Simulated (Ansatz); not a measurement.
# BeCu2O2, from a guessed structure to a relaxed one

Starting from a made-up structure for BeCu2O2, the aim is the relaxed cell, its shortest contacts and, where a second run follows, its electronic structure.

Calculated with Ansatz 0.2.0; DFT, PBEsol, plane-wave PAW, files of the set soft_1, scalar-relativistic, ferromagnetic start, cell and ions relaxed at zero pressure; PAW set soft_1.

## (1) Starting point

The structure is monoclinic, space group Cm (No. 8). Conventional cell: a = 5.506 Å, b = 3.647 Å, c = 6.226 Å, α = 90.00°, β = 101.16°, γ = 90.00°. Nearest to Cu lie 2 O at 1.80 to 1.95 Å. Cu has 2 O at 1.86 Å nearest. O has 3 Cu at 1.80 to 1.86 Å and 1 Be at 2.06 Å nearest. Nearest to O lie 1 Cu at 1.95 Å and 3 Be at 2.01 to 2.03 Å. Nearest to Be lie 4 O at 2.01 to 2.06 Å. Farther neighbours and most contacts between anions are not listed.

## (2) Relaxation of the guess

The guess takes its coordinates from another compound and its volume from a rule, so the cell and any free coordinates are relaxed together.

input.yaml reads:

```yaml
crystal:
  lattice:
    - [2.753, -1.8235, 0.0]
    - [2.753, 1.8235, 0.0]
    - [-1.205038988, 0.0, 6.108269562]
  atoms:
    - { symbol: Cu, position: [0.5671, 0.5671, 0.4408], spin: 0.6 }
    - { symbol: Cu, position: [0.8818, 0.8818, 0.1907], spin: 0.6 }
    - { symbol: O, position: [0.4255, 0.4255, 0.1545] }
    - { symbol: O, position: [0.6731, 0.6731, 0.7581] }
    - { symbol: Be, position: [0.3239, 0.3239, 0.818] }
magnetization:
  spin_polarized: true
kpoints:
  mp_grid: { grid: [9, 9, 5] }
scf:
  occupations: { method: fermi_dirac, width: 0.05 }
hamiltonian:
  xc: pbesol
  pseudopotentials: { kind: paw, azcp: { folder: soft_1 }, xc_functional: pbe }
relax:
  f_tol: 0.015
  max_steps: 70
  cell: {}
output:
  forces: true
  stress: true
```

Command:

```
ansatz run input.yaml --threads 4 --pin off --max-ram 8192MiB --backend cpu --events-out ev --progress --plain --runs-dir out
```

Numbers of over 12 decimals in the logs are rounded to 6 here.

The log of the run:

```text
Engine: ansatz 0.2.0, aarch64-unknown-linux-gnu
Pseudopotentials: kind: paw
Pseudopotential: Cu, paw, valence charge 19, recommended cutoff 420 eV (normal), soft_1/Cu.paw.azcp
Pseudopotential: O, paw, valence charge 6, recommended cutoff 420 eV (normal), soft_1/O.paw.azcp
Pseudopotential: Be, paw, valence charge 2, recommended cutoff 420 eV (normal), soft_1/Be.paw.azcp
Functional definition: PBEsol
  exchange = pbesol_x
  correlation = pbesol_c
Crystal: 5 atoms, lattice volume = 61.328 Å³
Basis set: ecut = 420 eV, 1197 PW (Γ), exchange–correlation on 48×48×90 points (8 copies of the dense FFT grid, shifted against one another)
Bands: 32, of which v1, the nominal top of the filled ones, is band 26 counted from 1 (25 counted from 0)
Symmetry: 2 space group operations
Space group: Cm (ITA 8), of the structure as read, at distance tolerance 3.9e-5 Å
Magnetic group: BNS 8.32 (UNI 39), of the structure as read, at distance tolerance 3.9e-5 Å
k-points: 115 of 405 (time reversal used)
Non-local potential: Cu, projectors of the file, l = 0: 3, l = 1: 2, l = 2: 3, l = 3: 1
Non-local potential: O, projectors of the file, l = 0: 2, l = 1: 2, l = 2: 1
Non-local potential: Be, projectors of the file, l = 0: 2, l = 1: 2, l = 2: 1
PAW form: soft (Blöchl's): semilocal exchange-correlation on the pseudo side does not see the compensation charge
PAW frozen core: Cu, regenerated for the run's functional, and the local potential with it (the file was generated under x = pbe(κ = 0.804, μ = 0.219515), c = pbe(β = 0.066725))
PAW frozen core: O, regenerated for the run's functional, and the local potential with it (the file was generated under x = pbe(κ = 0.804, μ = 0.219515), c = pbe(β = 0.066725))
PAW frozen core: Be, regenerated for the run's functional, and the local potential with it (the file was generated under x = pbe(κ = 0.804, μ = 0.219515), c = pbe(β = 0.066725))
PAW one-centre angular grid: Cu, 590 points (default); XC on 64 Gauss nodes
PAW one-centre angular grid: O, 110 points (default); XC on 64 Gauss nodes
PAW one-centre angular grid: Be, 110 points (default); XC on 64 Gauss nodes
Initial density: superposition of atomic densities (chi_scale 0.1, normalization cell, long waves kept (reshape's long-wave potential 0.77 eV rms))
Starting moments: Σ|m| = 1.2 μB on 2 of 5 sites
Initial wavefunctions: pseudopotential atomic-orbital guess
Functional: x = pbesol(κ = 0.804, μ = 0.123457), c = pbesol(β = 0.046)
SCF iter   1: F=—  HF=-14390.089586 eV  |F-HF|=—  |Δ(HF+E_count)|=         —  Δρ=1.01e-1 (↑4.41e-2 ↓1.01e-1)  dr2=1.17e1  dr2_m=1.54e0  M=0.000 μB ∫|m|=0.159 μB  β_m=0.30  ethr=3.10e-3  ⟨swp⟩=6.0  Hψ=27342  notcnv=0
preconditioner: auto → Resta (q_TF=auto, 2.654 Å⁻¹)  ε∞=7.6  [insulator: Δε(μ)=0.347 eV  Ē_g=11.075 eV  σ=0.050 eV  W_gap=0.92  n_scr=20 (ndim 8)  ℏωp=28.4 eV  f_vac=0.005  D(μ)=0.01/eV (n_scr^D=0)  ε∞_Penn≈7.6]
spin=Collinear: Resta preconditioning applied to the charge; magnetization (m = ρ↑ − ρ↓) channel mixes plain (no charge-response kernel on spin).
SCF iter   2: F=—  HF=-14388.540564 eV  |F-HF|=—  |Δ(HF+E_count)|=    1.55e0  Δρ=4.37e-2 (↑4.37e-2 ↓4.12e-2)  dr2=3.16e0  dr2_m=7.70e-1  M=0.000 μB ∫|m|=0.149 μB  β_m=0.30  ethr=3.10e-3  ⟨swp⟩=2.1  Hψ=13655  notcnv=0  defer=371
SCF iter   3: F=—  HF=-14388.174403 eV  |F-HF|=—  |Δ(HF+E_count)|=   3.66e-1  Δρ=3.00e-2 (↑3.00e-2 ↓3.00e-2)  dr2=1.56e0  dr2_m=4.05e-1  M=0.000 μB ∫|m|=0.118 μB  β_m=0.30  ethr=3.10e-3  ⟨swp⟩=2.1  Hψ=10335  notcnv=0  defer=362
SCF iter   4: F=—  HF=-14387.931889 eV  |F-HF|=—  |Δ(HF+E_count)|=   2.43e-1  Δρ=3.15e-2 (↑3.15e-2 ↓1.02e-2)  dr2=2.87e-1  dr2_m=2.07e-1  M=0.001 μB ∫|m|=0.104 μB  β_m=0.30  ethr=3.00e-3  ⟨swp⟩=3.4  Hψ=14685  notcnv=0  defer=359
SCF iter   5: F=—  HF=-14387.918357 eV  |F-HF|=—  |Δ(HF+E_count)|=   1.35e-2  Δρ=2.15e-2 (↑2.15e-2 ↓8.33e-3)  dr2=1.17e-1  dr2_m=1.12e-1  M=0.001 μB ∫|m|=0.082 μB  β_m=0.30  ethr=5.51e-4  ⟨swp⟩=2.3  Hψ=10323  notcnv=0  defer=319
SCF iter   6: F=—  HF=-14387.893732 eV  |F-HF|=—  |Δ(HF+E_count)|=   2.46e-2  Δρ=1.27e-2 (↑1.27e-2 ↓9.19e-3)  dr2=2.92e-2  dr2_m=6.09e-2  M=0.001 μB ∫|m|=0.064 μB  β_m=0.30  ethr=2.25e-4  ⟨swp⟩=2.3  Hψ=9017  notcnv=0  defer=319
SCF iter   7: F=—  HF=-14387.887077 eV  |F-HF|=—  |Δ(HF+E_count)|=   6.66e-3  Δρ=9.95e-3 (↑5.76e-3 ↓9.95e-3)  dr2=9.02e-3  dr2_m=3.35e-2  M=0.001 μB ∫|m|=0.050 μB  β_m=0.30  ethr=5.61e-5  ⟨swp⟩=2.0  Hψ=10091  notcnv=0  defer=318
SCF iter   8: F=—  HF=-14387.892604 eV  |F-HF|=—  |Δ(HF+E_count)|=   5.53e-3  Δρ=9.26e-3 (↑2.64e-3 ↓9.26e-3)  dr2=1.54e-2  dr2_m=1.85e-2  M=0.001 μB ∫|m|=0.039 μB  β_m=0.30  ethr=1.74e-5  ⟨swp⟩=2.3  Hψ=11400  notcnv=0  defer=319
Mixer restart at iter 8: flushing history
spin-set hold released at iteration 8 (site moments contracting): the magnetisation degrees of freedom join the quasi-Newton model from the next iteration; the mixer history was flushed
SCF iter   9: F=—  HF=-14387.894511 eV  |F-HF|=—  |Δ(HF+E_count)|=   1.91e-3  Δρ=6.27e-3 (↑2.43e-3 ↓6.27e-3)  dr2=5.10e-3  dr2_m=1.03e-2  M=0.000 μB ∫|m|=0.031 μB  β_m=0.65  ethr=1.74e-5  ⟨swp⟩=1.3  Hψ=8128  notcnv=0  defer=319
SCF iter  10: F=—  HF=-14387.899565 eV  |F-HF|=—  |Δ(HF+E_count)|=   5.05e-3  Δρ=3.94e-3 (↑3.14e-3 ↓3.94e-3)  dr2=1.84e-2  dr2_m=1.21e-4  M=0.000 μB ∫|m|=0.007 μB  β_m=0.46  ethr=9.81e-6  ⟨swp⟩=2.0  Hψ=14048  notcnv=0  defer=318
SCF iter  11: F=—  HF=-14387.895089 eV  |F-HF|=—  |Δ(HF+E_count)|=   4.48e-3  Δρ=4.30e-4 (↑4.30e-4 ↓3.08e-4)  dr2=1.30e-4  dr2_m=2.03e-5  M=0.000 μB ∫|m|=0.005 μB  β_m=0.73  ethr=9.81e-6  ⟨swp⟩=2.0  Hψ=13487  notcnv=0  defer=318
SCF iter  12: F=—  HF=-14387.895335 eV  |F-HF|=—  |Δ(HF+E_count)|=   2.46e-4  Δρ=6.77e-4 (↑6.77e-4 ↓4.30e-4)  dr2=4.12e-4  dr2_m=1.57e-5  M=0.000 μB ∫|m|=0.003 μB  β_m=0.73  ethr=2.50e-7  ⟨swp⟩=2.0  Hψ=12831  notcnv=0  defer=318
SCF iter  13: F=—  HF=-14387.895352 eV  |F-HF|=—  |Δ(HF+E_count)|=   1.70e-5  Δρ=4.09e-4 (↑3.88e-4 ↓4.09e-4)  dr2=2.24e-4  dr2_m=1.27e-5  M=0.000 μB ∫|m|=0.002 μB  β_m=0.78  ethr=2.50e-7  ⟨swp⟩=2.0  Hψ=12788  notcnv=0  defer=318
SCF iter  14: F=—  HF=-14387.895329 eV  |F-HF|=—  |Δ(HF+E_count)|=   2.30e-5  Δρ=1.32e-4 (↑8.70e-5 ↓1.32e-4)  dr2=1.75e-5  dr2_m=1.10e-6  M=0.000 μB ∫|m|=0.001 μB  β_m=0.67  ethr=2.50e-7  ⟨swp⟩=2.1  Hψ=9597  notcnv=0  defer=318
SCF iter  15: F=—  HF=-14387.895355 eV  |F-HF|=—  |Δ(HF+E_count)|=   2.64e-5  Δρ=5.57e-5 (↑2.75e-5 ↓5.57e-5)  dr2=3.15e-6  dr2_m=2.05e-7  M=0.000 μB ∫|m|=0.000 μB  β_m=0.71  ethr=3.36e-8  ⟨swp⟩=2.0  Hψ=10506  notcnv=0  defer=318
[...]
relax step  13: F+E_penalty+E_count = -14389.36410435 eV  Δ(F+E_penalty+E_count) = -1.446e-4 eV  max|allowed force component| = 7.814e-3 eV/Å  Δτ_max = 0.0124 Å  P = +0.016 GPa  Ω = 49.665 Å³  energy of the carried Pulay correction = +2.617e-2 eV  (13 SCF iters, accepted)
relax step  14: F+E_penalty+E_count = -14389.36405272 eV  Δ(F+E_penalty+E_count) = +5.163e-5 eV  max|allowed force component| = 3.392e-3 eV/Å  Δτ_max = 0.0032 Å  P = -0.007 GPa  Ω = 49.696 Å³  energy of the carried Pulay correction = +2.610e-2 eV  (9 SCF iters, dr2 threshold 1.08e-8 eV, accepted)
relax step  15: F+E_penalty+E_count = -14389.35461423 eV  Δ(F+E_penalty+E_count) = +9.438e-3 eV  max|allowed force component| = 4.941e-3 eV/Å  Δτ_max = 0.0000 Å  P = -0.268 GPa  Ω = 49.696 Å³  stress off target by 3.59e-1 GPa  SCF on the basis re-selected at this cell (its energy is not comparable with the rows above)  (12 SCF iters)
relax step  16: F+E_penalty+E_count = -14389.35449484 eV  Δ(F+E_penalty+E_count) = +1.194e-4 eV  max|allowed force component| = 1.324e-1 eV/Å  Δτ_max = 0.0083 Å  P = +0.608 GPa  Ω = 49.396 Å³  energy of the carried Pulay correction = +7.443e-4 eV  (8 SCF iters, dr2 threshold 3.21e-7 eV, rejected (line search))
relax step  17: F+E_penalty+E_count = -14389.35502677 eV  Δ(F+E_penalty+E_count) = -4.125e-4 eV  max|allowed force component| = 2.248e-3 eV/Å  Δτ_max = 0.0026 Å  P = -0.100 GPa  Ω = 49.593 Å³  energy of the carried Pulay correction = +2.573e-4 eV  (13 SCF iters, accepted)
relax step  18: F+E_penalty+E_count = -14389.35517808 eV  Δ(F+E_penalty+E_count) = -1.513e-4 eV  max|allowed force component| = 2.146e-3 eV/Å  Δτ_max = 0.0011 Å  P = +0.003 GPa  Ω = 49.540 Å³  energy of the carried Pulay correction = +3.893e-4 eV  (8 SCF iters, dr2 threshold 3.22e-8 eV, accepted)
iter 1 solved again at ethr=1.79e-7 eV; its pass at ethr=3.10e-3 eV (dr2=9.30e-5 eV) is discarded
SCF iter   1: F=—  HF=-14389.354788 eV  |F-HF|=—  |Δ(HF+E_count)|=         —  Δρ=1.88e-5 (↑1.87e-5 ↓1.88e-5)  dr2=5.09e-8  dr2_m=2.98e-11  M=-0.000 μB ∫|m|=0.000 μB  β_m=0.30  ethr=1.79e-7  ⟨swp⟩=3.0  Hψ=47888  notcnv=0
eigensolver tolerance schedule: the retry pair's looser diagonalisation over-reported the residual by 1828.38 of it (diagonalisation noise at 0.12 of the residual, at the tolerance the schedule requests for it); recorded, not acted on — ethr = c·dr2/N_el stays at c = 1.0e-1
preconditioner: auto → Resta (q_TF=auto, 2.750 Å⁻¹)  ε∞=8.6  [insulator: Δε(μ)=0.642 eV  Ē_g=11.466 eV  σ=0.050 eV  W_gap=0.99  n_scr=18 (ndim 8)  ℏωp=31.7 eV  f_vac=0.016  D(μ)=0.00/eV (n_scr^D=0)  ε∞_Penn≈8.6]
spin=Collinear: Resta preconditioning applied to the charge; magnetization (m = ρ↑ − ρ↓) channel mixes plain (no charge-response kernel on spin).
SCF iter   2: F=—  HF=-14389.354788 eV  |F-HF|=—  |Δ(HF+E_count)|=   1.87e-7  Δρ=1.51e-5 (↑1.50e-5 ↓1.51e-5)  dr2=8.65e-8  dr2_m=1.47e-11  M=-0.000 μB ∫|m|=0.000 μB  β_m=0.51  ethr=9.78e-11  ⟨swp⟩=2.1  Hψ=12658  notcnv=0
SCF iter   3: F=—  HF=-14389.354788 eV  |F-HF|=—  |Δ(HF+E_count)|=   3.34e-7  Δρ=6.32e-6 (↑6.32e-6 ↓6.32e-6)  dr2=1.13e-8  dr2_m=2.74e-12  M=-0.000 μB ∫|m|=0.000 μB  β_m=0.63  ethr=9.78e-11  ⟨swp⟩=2.0  Hψ=9634  notcnv=0
SCF iter   4: F=—  HF=-14389.354788 eV  |F-HF|=—  |Δ(HF+E_count)|=   7.54e-8  Δρ=5.31e-6 (↑5.31e-6 ↓5.31e-6)  dr2=3.70e-8  dr2_m=8.45e-15  M=0.000 μB ∫|m|=0.000 μB  β_m=0.44  ethr=2.18e-11  ⟨swp⟩=2.0  Hψ=13110  notcnv=0
SCF iter   5: F=—  HF=-14389.354788 eV  |F-HF|=—  |Δ(HF+E_count)|=   5.25e-9  Δρ=9.11e-7 (↑9.11e-7 ↓9.11e-7)  dr2=8.88e-10  dr2_m=1.23e-14  M=0.000 μB ∫|m|=0.000 μB  β_m=0.48  ethr=2.18e-11  ⟨swp⟩=2.9  Hψ=12948  notcnv=0
SCF iter   6: F=—  HF=-14389.354788 eV  |F-HF|=—  |Δ(HF+E_count)|=   1.15e-9  Δρ=5.43e-7 (↑5.43e-7 ↓5.41e-7)  dr2=1.49e-10  dr2_m=5.68e-15  M=-0.000 μB ∫|m|=0.000 μB  β_m=0.74  ethr=1.71e-12  ⟨swp⟩=2.0  Hψ=9932  notcnv=0
SCF iter   7: F=-14389.354788 eV  HF=-14389.354788 eV  |F-HF|=8.91e-11  |Δ(HF+E_count)|=  3.67e-10  Δρ=2.23e-7 (↑2.23e-7 ↓2.23e-7)  dr2=2.06e-11  dr2_m=3.21e-15  M=-0.000 μB ∫|m|=0.000 μB  ethr=1.00e-12  ⟨swp⟩=3.7  Hψ=21111  notcnv=0
the starting moments were not kept: the SCF closed with an absolute magnetisation of 1.2e-8 μB, where they sum to 1.2 μB in size (2 sites). That is at most 0.1 of that sum. Measured as dr2_m measures the in/out step, that magnetisation stands 6.1e-17 eV from none, at or under the dr2_threshold of 5.0e-11 eV: it is no larger than a step whose dr2_m would equal this threshold.
SCF 19 converged in 7 iterations: F = -14389.354788 eV  dr2 = 2.06e-11
relax step  19: F+E_penalty+E_count = -14389.35478815 eV  Δ(F+E_penalty+E_count) = +3.899e-4 eV  max|allowed force component| = 2.174e-3 eV/Å  Δτ_max = 0.0000 Å  P = -0.006 GPa  Ω = 49.540 Å³  stress off target by 1.13e-2 GPa  SCF on the basis re-selected at this cell (its energy is not comparable with the rows above)  (7 SCF iters)
basis re-selected at this cell: Δ(F+E_penalty+E_count) = +3.899e-4 eV, ΔP = -0.009 GPa vs the last step (what re-selecting the basis moved, of the pressure what is left beyond the Pulay correction that the steps carried, after the strain that the cell walked since its last selection, with what the two solves' SCF thresholds leave and, on support functions, any second-order correction that the steps lacked; it is no m [...]
SCF converged after 7 iterations
Magnetization: -0.0000 μB (26.0000 up, 26.0000 down)
Absolute magnetization: 0.0000 μB (∫|ρ↑−ρ↓|, with the PAW one-centre terms)
Spin contamination: 0.0000 ħ² per cell (⟨S²⟩ above its minimum at these occupations)
Per-site moments (μB) at R_I (Å): [(-2.1204063184198942e-9, 0.768301), (-2.8021298389526403e-9, 0.764107), (-8.029324693333094e-10, 0.658301), (7.080758377589971e-11, 0.662550), (1.156325929470151e-11, 0.658301)]
Free energy (F): -14389.354788 eV
Harris-Foulkes:  -14389.354788 eV  (|F-HF|=8.91e-11)
Internal energy: -14389.354708 eV  (E = F + TS)
E sigma→0 (E₀):  -14389.354748 eV
Entropy (-TS):   -0.000080 eV (-0.016 meV/atom)
Fermi energy:    11.302434 eV
--- Per-component energies (eV) ---
  E_band       = -895.470108
  E_kinetic    = 878.079588
  E_local      = -12599.126431  (includes V_loc(G=0)·N_el)
  E_nonlocal   = 1905.508028
  E_hartree    = 5437.507107
  E_xc         = -296.220078
  E_vxc        = -376.682147  (∫ρ·V_xc dr)
  E_paw        = -3934.139740  (= ΣΔE_a)
  E_vpaw       = -1578.266513  (= ΣTr[D̂ρ^β])
  E_aug_tail   = 0.003409  (compensation charges beyond the density's cutoff)
  E_ewald      = -5781.459104
  E_core_change = 0.492512  (= ΣΔE_core)
  E_smearing   = -0.000080  (= −TS)
  E_closure    = -0.000000  (closes the sum)
  Σ components = -14389.354788   (vs F -14389.354788, Δ=0.00e0)
--- Forces (eV/Å), atoms counted from 1 ---
  atom   1  Cu    -0.00092729    -0.00000000     0.00217389
  atom   2  Cu    -0.00039541     0.00000000    -0.00008736
  atom   3  O      0.00108055    -0.00000000    -0.00074180
  atom   4  O      0.00165839    -0.00000000     0.00030559
  atom   5  Be    -0.00141442    -0.00000000    -0.00165242
  max |Σ_I F_I| component: 2.10e-6 eV/Å
--- Stress (GPa, compression-positive) ---
       -0.009292       0.000000      -0.003623
        0.000000      -0.002986      -0.000000
       -0.003696      -0.000000      -0.004571
  P = ⅓ Tr σ = -0.0056 GPa (-0.056 kbar)
--- Relaxed structure (17 steps of the walk, 15 accepted, 2 SCFs on fresh bases) ---
  F+E_penalty+E_count = -14389.35478815 eV   max|allowed force component| = 2.174e-3 eV/Å   (the final SCF, on the basis selected at the relaxed cell)
  cell:  # Å, volume = 49.5405 Å³
    - [2.345284, -1.787885, -0.182208]
    - [2.345284, 1.787885, -0.182208]
    - [-1.430852, -4.032988196462816e-18, 6.018551]
  atoms:
    - { symbol: Cu, position: [0.530895, 0.530895, 0.452240] }
    - { symbol: Cu, position: [0.956751, 0.956751, 0.186947] }
    - { symbol: O, position: [0.388981, 0.388981, 0.110128] }
    - { symbol: O, position: [0.645991, 0.645991, 0.768335] }
    - { symbol: Be, position: [0.348781, 0.348781, 0.844451] }
```

It took 3.7 min on 4 threads of Arm Neoverse V2, shared host; peak memory 0.58 GiB; 15 min of CPU time.

Step by step:

```
step  energy less that of the first step (eV)  largest force component (eV/Å)  pressure (GPa)  volume (Å³)
   1                                   0.0000                          2.3976          -14.99        61.33
   2                                  -0.7328                          2.2848           -8.86        55.57
   3                                  -1.2876                          0.7000            4.36        50.38
   4                                  -1.3799                          0.7359            2.04        50.56
   5                                  -1.4112                          0.2579            0.41        50.65
   6                                  -1.4383                          0.1261            0.44        50.27
   7                                  -1.4541                          0.1105            1.46        49.19
   8                                  -1.4594                          0.1252           -0.77        49.54
   9                                  -1.4633                          0.0650           -0.02        49.38
  10                                  -1.4677                          0.0715            0.12        49.58
  11                                  -1.4686                          0.0436            0.17        49.59
  12                                  -1.4684                          0.0227            0.01        49.64
  13                                  -1.4688                          0.0078            0.02        49.67
  14                                  -1.4687                          0.0034           -0.01        49.70
 15*                                  -1.4593                          0.0049           -0.27        49.70
  16                                  -1.4591                          0.1324            0.61        49.40
  17                                  -1.4597                          0.0022           -0.10        49.59
  18                                  -1.4598                          0.0021            0.00        49.54
 19*                                  -1.4594                          0.0022           -0.01        49.54
```

Relaxation steps marked * repeat the geometry before them on a plane-wave basis chosen anew for their cell, so energy and pressure can jump there. Relaxation steps 12, 16 were tried and not accepted.

The run keeps the 2 symmetry operations that it works with, so distortions that break them were not tested.

```
     cell as run  before   after   change
           a (Å)   3.302   2.955  -10.5 %
           b (Å)   3.302   2.955  -10.5 %
           c (Å)   6.226   6.186   -0.6 %
           α (°)   99.29  104.10   +4.8 %
           β (°)   99.29  104.10   +4.8 %
           γ (°)   67.04   74.47  +11.1 %
volume (Å³/atom)   12.27    9.91  -19.2 %
```

The atoms that moved most (Å, as changes of fractional coordinates times the final cell):

```
atom      dx     dy      dz  length
 Cu2   0.357  0.000  -0.050   0.360
  O3  -0.108  0.000  -0.254   0.276
 Cu1  -0.186  0.000   0.082   0.203
 Be5   0.079  0.000   0.150   0.170
  O4  -0.142  0.000   0.071   0.159
```

Final coordinates:

```cif
data_structure
_symmetry_space_group_name_H-M 'P 1'
_symmetry_Int_Tables_number 1
_cell_length_a 2.9547
_cell_length_b 2.9547
_cell_length_c 6.1863
_cell_angle_alpha 104.098
_cell_angle_beta 104.098
_cell_angle_gamma 74.473
_cell_volume 49.54
loop_
_atom_site_label
_atom_site_type_symbol
_atom_site_fract_x
_atom_site_fract_y
_atom_site_fract_z
_atom_site_occupancy
Cu1 Cu 0.53089 0.53089 0.45224 1
Cu2 Cu 0.95675 0.95675 0.18695 1
O3 O 0.38898 0.38898 0.11013 1
O4 O 0.64599 0.64599 0.76833 1
Be5 Be 0.34878 0.34878 0.84445 1
```

This step gave:

- free energy: -14389.3548 eV
- Fermi energy: 11.30 eV
- gap by band count: 0.6423 eV
- electrons: 52
- symmetry operations: 2
- pressure: -0.005617 GPa

The shortest distance of each pair, which need not be the same contact before and after:

```
 pair  guess (Å)  relaxed (Å)
 Be–O      2.008        1.596
 Cu–O      1.802        1.852
Cu–Cu      2.485        2.379
Be–Cu      2.920        2.699
  O–O      3.042        2.738
```

The relaxation ends with a largest force component of 0.0022 eV/Å and a pressure of -0.01 GPa. The starting moments have collapsed: the run ends non-magnetic.

## (3) What came out

```yaml
space_group_relaxed: Cm
conventional_cell: a = 4.705, b = 3.576, c = 6.186 Å; α = 90.0°, β = 107.8°, γ = 90.0°
volume_per_atom: 9.91 Å³ (guess 12.27)
total_moment: 0.00 μB in the cell of 5 atoms
```

BeCu2O2 relaxes to Cm with a = 4.705, b = 3.576 and c = 6.186 Å. The guessed volume was 24 % too large. The space group Cm was held in the relaxation, so the end point is a stationary structure within it and may be a saddle against distortions or other arrangements. The moments died out from this one start and weren't seeded again at the relaxed cell. Mesh and cutoff weren't tested. A vector of the cell changed its length by 11 %, more than the volume shows. No dispersion term is used, so weakly bound directions may come out too long. Nothing here tests whether the compound is stable against decomposition.

[Logs are printed without paths, hosts, clocks, repeated set-up lines and the standing remarks that a program may print on its own settings, such as how far it seeks lower states.]

[Hosts, paths, dates, database ids (printed as entryN), source tags and the programs' standing remarks are cut or masked in the printed files.]
